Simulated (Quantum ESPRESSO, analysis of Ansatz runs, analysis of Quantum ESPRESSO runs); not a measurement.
# Local vibrational mode of the Al-H pair in alpha-quartz (PBE) (Quantum ESPRESSO), part 2 of 2

Subject: Al-H pair in alpha-quartz. Wanted: its local vibrational mode, in one set-up (PBE, JTH 2.0 PBE, 36-site cell, PBE lattice, k: the single point 1/4 1/4 1/4). The model is a cell of 36 host atoms with Al put on another atom's site and H put in between. The frequencies come from force constants among the defect atom and its neighbours, with the masses of the isotopes named. Other potentials or another program check that the number doesn't hang on one set of files.

Quantum ESPRESSO 7.5; PBE, JTH 2.0 PBE, 36-site cell, PBE lattice, k: the single point 1/4 1/4 1/4.

So far: The starting structure; Relaxation, charge 0.

## 2. Relaxation, charge 0 (continued)

Level of this step: Quantum ESPRESSO plane-wave DFT, PBE, JTH 2.0 PBE potentials; relaxation of all atoms of a defect supercell (Quantum ESPRESSO).

Step by step (22 of 68):

| step | energy less that of the first step (eV) |
| --- | --- |
| 0 | 0.0000 |
| 3 | -10.2641 |
| 6 | -11.3044 |
| 10 | -11.6971 |
| 13 | -11.7496 |
| 16 | -11.7682 |
| 19 | -11.7808 |
| 22 | -11.7965 |
| 26 | -11.8170 |
| 29 | -11.8236 |
| 32 | -11.8271 |
| 35 | -11.8297 |
| 38 | -11.8312 |
| 41 | -11.8331 |
| 45 | -11.8355 |
| 48 | -11.8367 |
| 51 | -11.8379 |
| 54 | -11.8394 |
| 57 | -11.8408 |
| 61 | -11.8414 |
| 64 | -11.8416 |
| 67 | -11.8418 |

The atoms that moved most (Å):

| atom | dx | dy | dz | length |
| --- | --- | --- | --- | --- |
| H37 | -1.099 | 0.345 | 0.208 | 1.170 |
| O9 | 0.400 | 0.062 | 0.284 | 0.494 |
| O29 | 0.170 | -0.279 | -0.030 | 0.328 |
| O16 | 0.175 | 0.178 | -0.212 | 0.327 |
| O31 | 0.211 | 0.073 | 0.138 | 0.263 |
| O7 | -0.143 | -0.186 | -0.110 | 0.259 |
| O14 | -0.061 | -0.188 | 0.066 | 0.209 |
| O10 | -0.178 | -0.095 | -0.030 | 0.203 |

Final coordinates:

```
CELL_PARAMETERS angstrom
-2.46837 4.27535 5.43302
4.93675 0.00000 5.43302
4.93675 8.55070 0.00000
ATOMIC_POSITIONS crystal
Si 0.07919 0.57050 0.44469
Si 0.58752 0.07751 0.21102
Si 0.39208 0.92693 0.04476
Si 0.89525 0.43573 0.27195
Si 0.99041 0.99967 0.26983
Si 0.50203 0.50451 0.00805
O 0.31347 0.44929 0.45719
O 0.80554 0.96185 0.23722
O 0.42190 0.08078 0.37073
O 0.94222 0.50421 0.09239
O 0.41724 0.68868 0.08424
O 0.92345 0.19465 0.33149
O 0.16491 0.02855 0.11791
O 0.67856 0.54703 0.34490
O 0.06189 0.48920 0.31898
O 0.54052 0.96879 0.11451
O 0.06941 0.80523 0.39477
O 0.58302 0.30954 0.12925
Si 0.10673 0.56789 0.93984
Si 0.60150 0.06602 0.71004
Si 0.39091 0.94539 0.54493
Si 0.89952 0.43539 0.78248
Si 0.99709 0.00583 0.77353
Al 0.50445 0.50641 0.51290
O 0.32921 0.46422 0.96187
O 0.82527 0.95937 0.73106
O 0.43814 0.02031 0.86846
O 0.92631 0.51002 0.60326
O 0.38867 0.72173 0.56865
O 0.91141 0.19775 0.84326
O 0.17511 0.06216 0.62786
O 0.68238 0.55090 0.86197
O 0.07543 0.48998 0.81538
O 0.56714 0.96321 0.60085
O 0.08023 0.80780 0.89267
O 0.57706 0.30004 0.64630
H 0.36064 0.33437 0.41220
```

The atoms nearest to the centre after the run:

| atom | distance (Å) |
| --- | --- |
| O7 | 0.534 |
| Al24 | 1.352 |
| H37 | 1.379 |
| Si1 | 2.033 |
| O29 | 2.381 |
| O14 | 2.441 |
| O36 | 2.444 |
| O17 | 2.761 |

Neighbours of the added atoms: H37: O7 0.99, O9 1.92, Si1 2.24 Å.

## 3. Atom Si1 moved by 0.015 A along x

Force constants come from the forces after small displacements. One such run is shown.

This step: Quantum ESPRESSO plane-wave DFT, PBE, JTH 2.0 PBE potentials; single point of a defect supercell.

pw.in reads:

```
&CONTROL
  calculation = 'scf'
  prefix = 'pwscf'
  outdir = './tmp'
  pseudo_dir = './pseudo'
  tprnfor = .true.
  disk_io = 'low'
/
&SYSTEM
  ibrav = 0
  nat = 37
  ntyp = 4
  ecutwfc = 40
  ecutrho = 240
  nbnd = 100
  occupations = 'smearing'
  smearing = 'fd'
  degauss = 0.00073499
  nosym = .true.
/
&ELECTRONS
  conv_thr = 1d-10
  electron_maxstep = 100
  mixing_beta = 0.5
/
ATOMIC_SPECIES
Si    28.0850 Si.GGA_PBE-JTH.UPF
O     15.9990 O.GGA_PBE-JTH.UPF
Al    26.9815 Al.GGA_PBE-JTH.UPF
H      1.0080 H.GGA_PBE-JTH.UPF
CELL_PARAMETERS angstrom
  -2.4683738193    4.2753489128    5.4330243171
   4.9367476386    0.0000000000    5.4330243171
   4.9367476386    8.5506978255    0.0000000000
ATOMIC_POSITIONS crystal
Si     0.0776749836    0.5720237549    0.4454517749
Si     0.5875247574    0.0775058709    0.2110152568
[... 4 atom lines left out ...]
O      0.3134710275    0.4492856354    0.4571939880
[... 1 atom line left out ...]
O      0.4219007215    0.0807784797    0.3707275106
[... 4 atom lines left out ...]
O      0.6785649028    0.5470313233    0.3449015690
O      0.0618863169    0.4892005801    0.3189815320
[... 1 atom line left out ...]
O      0.0694107105    0.8052336536    0.3947662324
[... 6 atom lines left out ...]
Al     0.5044457823    0.5064053313    0.5128961044
[... 3 atom lines left out ...]
O      0.9263115620    0.5100161765    0.6032588167
O      0.3886706895    0.7217251472    0.5686467136
[... 3 atom lines left out ...]
O      0.0754316799    0.4899790510    0.8153830919
[... 2 atom lines left out ...]
O      0.5770610282    0.3000426856    0.6463039395
H      0.3606376173    0.3343676445    0.4122043428
K_POINTS crystal
1
0.25 0.25 0.25 1.0
```

Command:

```console
$ OMP_NUM_THREADS=1 pw.x -in pw.in > pw.out
```

What it wrote:

```text
[banner, memory and clock lines left out]
          URL

     file Si.GGA_PBE-JTH.UPF: wavefunction(s)  0S 0P renormalized
     file O.GGA_PBE-JTH.UPF: wavefunction(s)  0S 2P 0P renormalized
     file Al.GGA_PBE-JTH.UPF: wavefunction(s)  3S 0S 3P 0P renormalized
     file H.GGA_PBE-JTH.UPF: wavefunction(s)  1S 0S 0P renormalized

     G-vector sticks info

     bravais-lattice index     =            0
     lattice parameter (alat)  =      13.8723  a.u.
     unit-cell volume          =    3095.3569 (a.u.)^3
     number of atoms/cell      =           37
     number of atomic types    =            4
     number of electrons       =       192.00
     number of Kohn-Sham states=          100
     kinetic-energy cutoff     =      40.0000  Ry
     charge density cutoff     =     240.0000  Ry
     scf convergence threshold =      1.0E-10
     mixing beta               =       0.5000
     number of iterations used =            8  plain     mixing
     Exchange-correlation= SLA PW PBX PBC
                           (   1   4   3   4   0   0   0)

     celldm(1)=  13.872344  celldm(2)=   0.000000  celldm(3)=   0.000000
     celldm(4)=   0.000000  celldm(5)=   0.000000  celldm(6)=   0.000000

     crystal axes: (cart. coord. in units of alat)
               a(1) = (  -0.336248   0.582399   0.740100 )
               a(2) = (   0.672496   0.000000   0.740100 )
               a(3) = (   0.672496   1.164798   0.000000 )

     reciprocal axes: (cart. coord. in units 2 pi/alat)
               b(1) = ( -0.743498  0.429259  0.675584 )
               b(2) = (  0.743498 -0.429259  0.675584 )
               b(3) = (  0.371749  0.643889 -0.337792 )

     PseudoPot. # 1 for Si read from file:
     Si.GGA_PBE-JTH.UPF
     Pseudo is Projector augmented-wave + core cor, Zval =  4.0
     Generated using ATOMPAW code
     Shape of augmentation charge: BESSEL
     Using radial grid of  988 points,  4 beta functions with:
                l(1) =   0
                l(2) =   0
                l(3) =   1
                l(4) =   1
     Q(r) pseudized with 0 coefficients

     PseudoPot. # 2 for O  read from file:
     O.GGA_PBE-JTH.UPF
     Pseudo is Projector augmented-wave + core cor, Zval =  6.0
     Generated using ATOMPAW code
     Shape of augmentation charge: SINC**2
     Using radial grid of  943 points,  4 beta functions with:
                l(1) =   0
                l(2) =   0
                l(3) =   1
                l(4) =   1
     Q(r) pseudized with 0 coefficients

     PseudoPot. # 3 for Al read from file:
     Al.GGA_PBE-JTH.UPF
     Pseudo is Projector augmented-wave + core cor, Zval =  3.0
     Generated using ATOMPAW code
     Shape of augmentation charge: SINC**2
     Using radial grid of  982 points,  4 beta functions with:
                l(1) =   0
                l(2) =   0
                l(3) =   1
                l(4) =   1
     Q(r) pseudized with 0 coefficients

     PseudoPot. # 4 for H  read from file:
     H.GGA_PBE-JTH.UPF
     Pseudo is Projector augmented-wave + core cor, Zval =  1.0
     Generated using ATOMPAW code
     Shape of augmentation charge: SINC**2
     Using radial grid of  777 points,  3 beta functions with:
                l(1) =   0
                l(2) =   0
                l(3) =   1
     Q(r) pseudized with 0 coefficients

     atomic species   valence    mass     pseudopotential
     Si                4.00    28.08500     Si( 1.00)
     O                 6.00    15.99900     O ( 1.00)
     Al                3.00    26.98150     Al( 1.00)
     H                 1.00     1.00800     H ( 1.00)

     No symmetry found

   Cartesian axes

     site n.     atom                  positions (alat units)
         1        Si     tau(   1) = (   0.6581305   0.5640991   0.4808423  )
         2        Si     tau(   2) = (  -0.0035247   0.5879639   0.4921895  )
         3        Si     tau(   3) = (   0.5216223   0.2804816   0.9761997  )
         4        Si     tau(   4) = (   0.1748867   0.8381642   0.9850613  )
         5        Si     tau(   5) = (   0.1844646   0.3087131  -0.0073471  )
         6        Si     tau(   6) = (   0.1758892   0.3017550   0.7449385  )
         7        O      tau(   7) = (   0.5042002   0.7151038   0.5645165  )
         8        O      tau(   8) = (   0.5355107   0.7454598   1.3080431  )
         9        O      tau(   9) = (   0.1617728   0.6775371   0.3720331  )
        10        O      tau(  10) = (   0.0843905   0.6563622   1.0705037  )
        11        O      tau(  11) = (   0.3794928   0.3411218   0.8184921  )
        12        O      tau(  12) = (   0.0433134   0.9239338   0.8275050  )
        13        O      tau(  13) = (   0.0430467   0.2333854   0.1431822  )
        14        O      tau(  14) = (   0.3716554   0.7969361   0.9070643  )
        15        O      tau(  15) = (   0.5226904   0.4075915   0.4078596  )
        16        O      tau(  16) = (   0.5467652   0.4481746   1.1170446  )
[...]
19        Si     tau(  19) = (   0.9780533   1.1568803   0.4992861  )
        20        Si     tau(  20) = (   0.3196424   1.1773654   0.4940340  )
        21        Si     tau(  21) = (   0.8707866   0.8623947   0.9889955  )
        22        Si     tau(  22) = (   0.5165497   1.4353051   0.9879623  )
[...]
iteration #  4     ecut=    40.00 Ry     beta= 0.50
     Davidson diagonalization with overlap
     ethr =  5.23E-05,  avg # of iterations = 14.0

     negative rho (up, down):  4.078E-02 0.000E+00

     total energy              =   -1558.60652216 Ry
     estimated scf accuracy    <       0.04152837 Ry

     iteration #  5     ecut=    40.00 Ry     beta= 0.50
     Davidson diagonalization with overlap
     ethr =  2.16E-05,  avg # of iterations =  2.0

     negative rho (up, down):  4.059E-02 0.000E+00

     total energy              =   -1558.60681257 Ry
     estimated scf accuracy    <       0.00854013 Ry

     iteration #  6     ecut=    40.00 Ry     beta= 0.50
     Davidson diagonalization with overlap
     ethr =  4.45E-06,  avg # of iterations =  6.0

     negative rho (up, down):  4.047E-02 0.000E+00

     total energy              =   -1558.60647503 Ry
     estimated scf accuracy    <       0.00217472 Ry

     iteration #  7     ecut=    40.00 Ry     beta= 0.50
     Davidson diagonalization with overlap
     ethr =  1.13E-06,  avg # of iterations =  6.0

     negative rho (up, down):  4.050E-02 0.000E+00

     total energy              =   -1558.60695815 Ry
     estimated scf accuracy    <       0.00009095 Ry

     iteration #  8     ecut=    40.00 Ry     beta= 0.50
     Davidson diagonalization with overlap
     ethr =  4.74E-08,  avg # of iterations = 10.0

     negative rho (up, down):  4.064E-02 0.000E+00

     total energy              =   -1558.60719466 Ry
     estimated scf accuracy    <       0.00000931 Ry

     iteration #  9     ecut=    40.00 Ry     beta= 0.50
     Davidson diagonalization with overlap
     ethr =  4.85E-09,  avg # of iterations =  5.0

     negative rho (up, down):  4.069E-02 0.000E+00

     total energy              =   -1558.60719738 Ry
     estimated scf accuracy    <       0.00000441 Ry

     iteration # 10     ecut=    40.00 Ry     beta= 0.50
     Davidson diagonalization with overlap
     ethr =  2.30E-09,  avg # of iterations =  2.0

     negative rho (up, down):  4.070E-02 0.000E+00

     total energy              =   -1558.60719795 Ry
     estimated scf accuracy    <       0.00000023 Ry

     iteration # 11     ecut=    40.00 Ry     beta= 0.50
     Davidson diagonalization with overlap
     ethr =  1.19E-10,  avg # of iterations =  7.0

     negative rho (up, down):  4.069E-02 0.000E+00

     total energy              =   -1558.60719820 Ry
     estimated scf accuracy    <       0.00000003 Ry

     iteration # 12     ecut=    40.00 Ry     beta= 0.50
     Davidson diagonalization with overlap
     ethr =  1.36E-11,  avg # of iterations =  2.0

     negative rho (up, down):  4.069E-02 0.000E+00

     total energy              =   -1558.60719820 Ry
     estimated scf accuracy    <          2.3E-09 Ry

     iteration # 13     ecut=    40.00 Ry     beta= 0.50
     Davidson diagonalization with overlap
     ethr =  1.17E-12,  avg # of iterations =  6.0

     negative rho (up, down):  4.068E-02 0.000E+00

     total energy              =   -1558.60719820 Ry
     estimated scf accuracy    <          7.8E-10 Ry

     iteration # 14     ecut=    40.00 Ry     beta= 0.50
     Davidson diagonalization with overlap
     ethr =  4.04E-13,  avg # of iterations =  2.0

     negative rho (up, down):  4.068E-02 0.000E+00

     End of self-consistent calculation

          k = 0.0929 0.1610 0.2533 ( 13229 PWs)   bands (ev):

   -17.2473 -16.7082 -16.4315 -16.3074 -16.1304 -16.1079 -16.0445 -15.7962
   -15.5000 -15.3663 -15.2599 -15.1740 -15.0022 -14.9168 -14.8751 -14.8544
   -14.8322 -14.8113 -14.7647 -14.6624 -14.6342 -14.2121 -13.9184 -13.7864
    -6.3150  -6.1158  -5.7744  -5.5186  -4.9842  -4.6846  -4.4622  -4.2568
    -4.1346  -3.9057  -3.6022  -3.2924  -3.0433  -2.9319  -2.8561  -2.8072
    -2.7286  -2.6273  -2.5140  -2.4388  -2.3618  -2.1387  -1.8714  -1.4413
    -1.3579  -0.7338  -0.6790  -0.6069  -0.5501  -0.4700  -0.4267  -0.3415
    -0.2713  -0.2299  -0.1050  -0.0226   0.1145   0.2130   0.2814   0.3621
     0.4334   0.5007   0.5798   0.6586   0.7228   0.7791   0.8664   0.9070
     1.0058   1.0637   1.1115   1.1326   1.1900   1.2543   1.3339   1.3912
     1.4588   1.4770   1.5893   1.7402   1.8055   1.8248   1.9101   1.9349
     2.0052   2.1285   2.1756   2.2512   2.3329   2.4524   2.5285   2.6943
     8.6736  10.4391  10.8485  10.9306

     the Fermi energy is     3.9361 ev

!    total energy              =   -1558.60719820 Ry
     total all-electron energy =     -1558.607198 Ry
     estimated scf accuracy    <          1.7E-11 Ry
     smearing contrib. (-TS)   =       0.00000000 Ry
     internal energy E=F+TS    =   -1558.60719820 Ry

     The total energy is F=E-TS. E is the sum of the following terms:
     one-electron contribution =    -404.89271586 Ry
     hartree contribution      =     311.35941273 Ry
     xc contribution           =    -227.35611704 Ry
     ewald contribution        =    -554.67948620 Ry
     one-center paw contrib.   =    -683.03829184 Ry

     convergence has been achieved in  14 iterations

     negative rho (up, down):  4.068E-02 0.000E+00

     Forces acting on atoms (cartesian axes, Ry/au):

     atom    1 type  1   force =    -0.02706371   -0.00380461   -0.00190105
     atom    2 type  1   force =     0.00041484   -0.00011420   -0.00020948
     atom    3 type  1   force =    -0.00047376    0.00003771   -0.00001813
     atom    4 type  1   force =     0.00083140    0.00151147    0.00161458
     atom    5 type  1   force =     0.00138086   -0.00189929    0.00151745
     atom    6 type  1   force =     0.00055451    0.00048069   -0.00036074
     atom    7 type  2   force =     0.00557646   -0.00252322   -0.00126782
     atom    8 type  2   force =    -0.00037126    0.00095198    0.00014675
     atom    9 type  2   force =    -0.00067234    0.00000432   -0.00031622
     atom   10 type  2   force =    -0.00048029   -0.00078059   -0.00006834
[...]
atom   33 type  2   force =    -0.00017085   -0.00077188   -0.00033529
     atom   34 type  2   force =    -0.00033408    0.00023935    0.00005495
     atom   35 type  2   force =     0.00037073   -0.00003380    0.00015224
     atom   36 type  2   force =    -0.00030158    0.00035855   -0.00002085
     atom   37 type  4   force =     0.00158787   -0.00095343   -0.00018115

     Total force =     0.032790     Total SCF correction =     0.000007
```

The job ended after 66 s (1 thread of Intel Xeon 6975P-C (Granite Rapids), shared host; peak memory 0.51 GiB).

At this level the gap is 5.98 eV on the k-mesh of the self-consistent run, which can miss the band edges.

## 4. Local vibrational modes

Analysis of the runs above: force constants by central differences of Quantum ESPRESSO plane-wave DFT, PBE, JTH 2.0 PBE potentials forces among the atoms nearest to a defect, the others at rest.

The modes with the largest weight on the probed atoms (the light atom of a pair), for the masses of each isotope. Modes of the displaced atoms (local only where they lie over the host's phonons):

| isotopes | mode (cm⁻¹) | share of the defect atoms |
| --- | --- | --- |
| H | 3276 | 0.94 |
| H | 1204 | 0.885 |
| H | 619.3 | 0.714 |
| D | 2387 | 0.883 |
| D | 928.3 | 0.306 |
| D | 466.4 | 0.582 |

## 5. Summary of results

```
distance from the defect atom to its nearest neighbour : 0.995 Å
O-H stretch, 1H                                        : 3276 cm⁻¹
```

In words: O-H stretch, 1H: computed 3276 cm⁻¹, measured 3378 cm⁻¹ and 3313 cm⁻¹; 37 cm⁻¹ (1 %) below the nearest measurement. The computed value is harmonic, while the measured line is the anharmonic fundamental, which for X–H stretches usually lies a few per cent lower. Only the named neighbours move, so modes near the host's band are approximate. Limits: the periodic copies of the defect are only 7.3 Å apart.

[Logs are printed without paths, hosts, clocks, repeated set-up lines and the standing remarks that a program may print on its own settings, such as how far it seeks lower states.]

[Hosts, paths, dates, database ids (printed as entryN), source tags and the programs' standing remarks are cut or masked in the printed files.]

[For some hosts the program warned that the k-mesh of the response run may be too coarse for force constants and the static dielectric constant; such warnings are not shown here.]
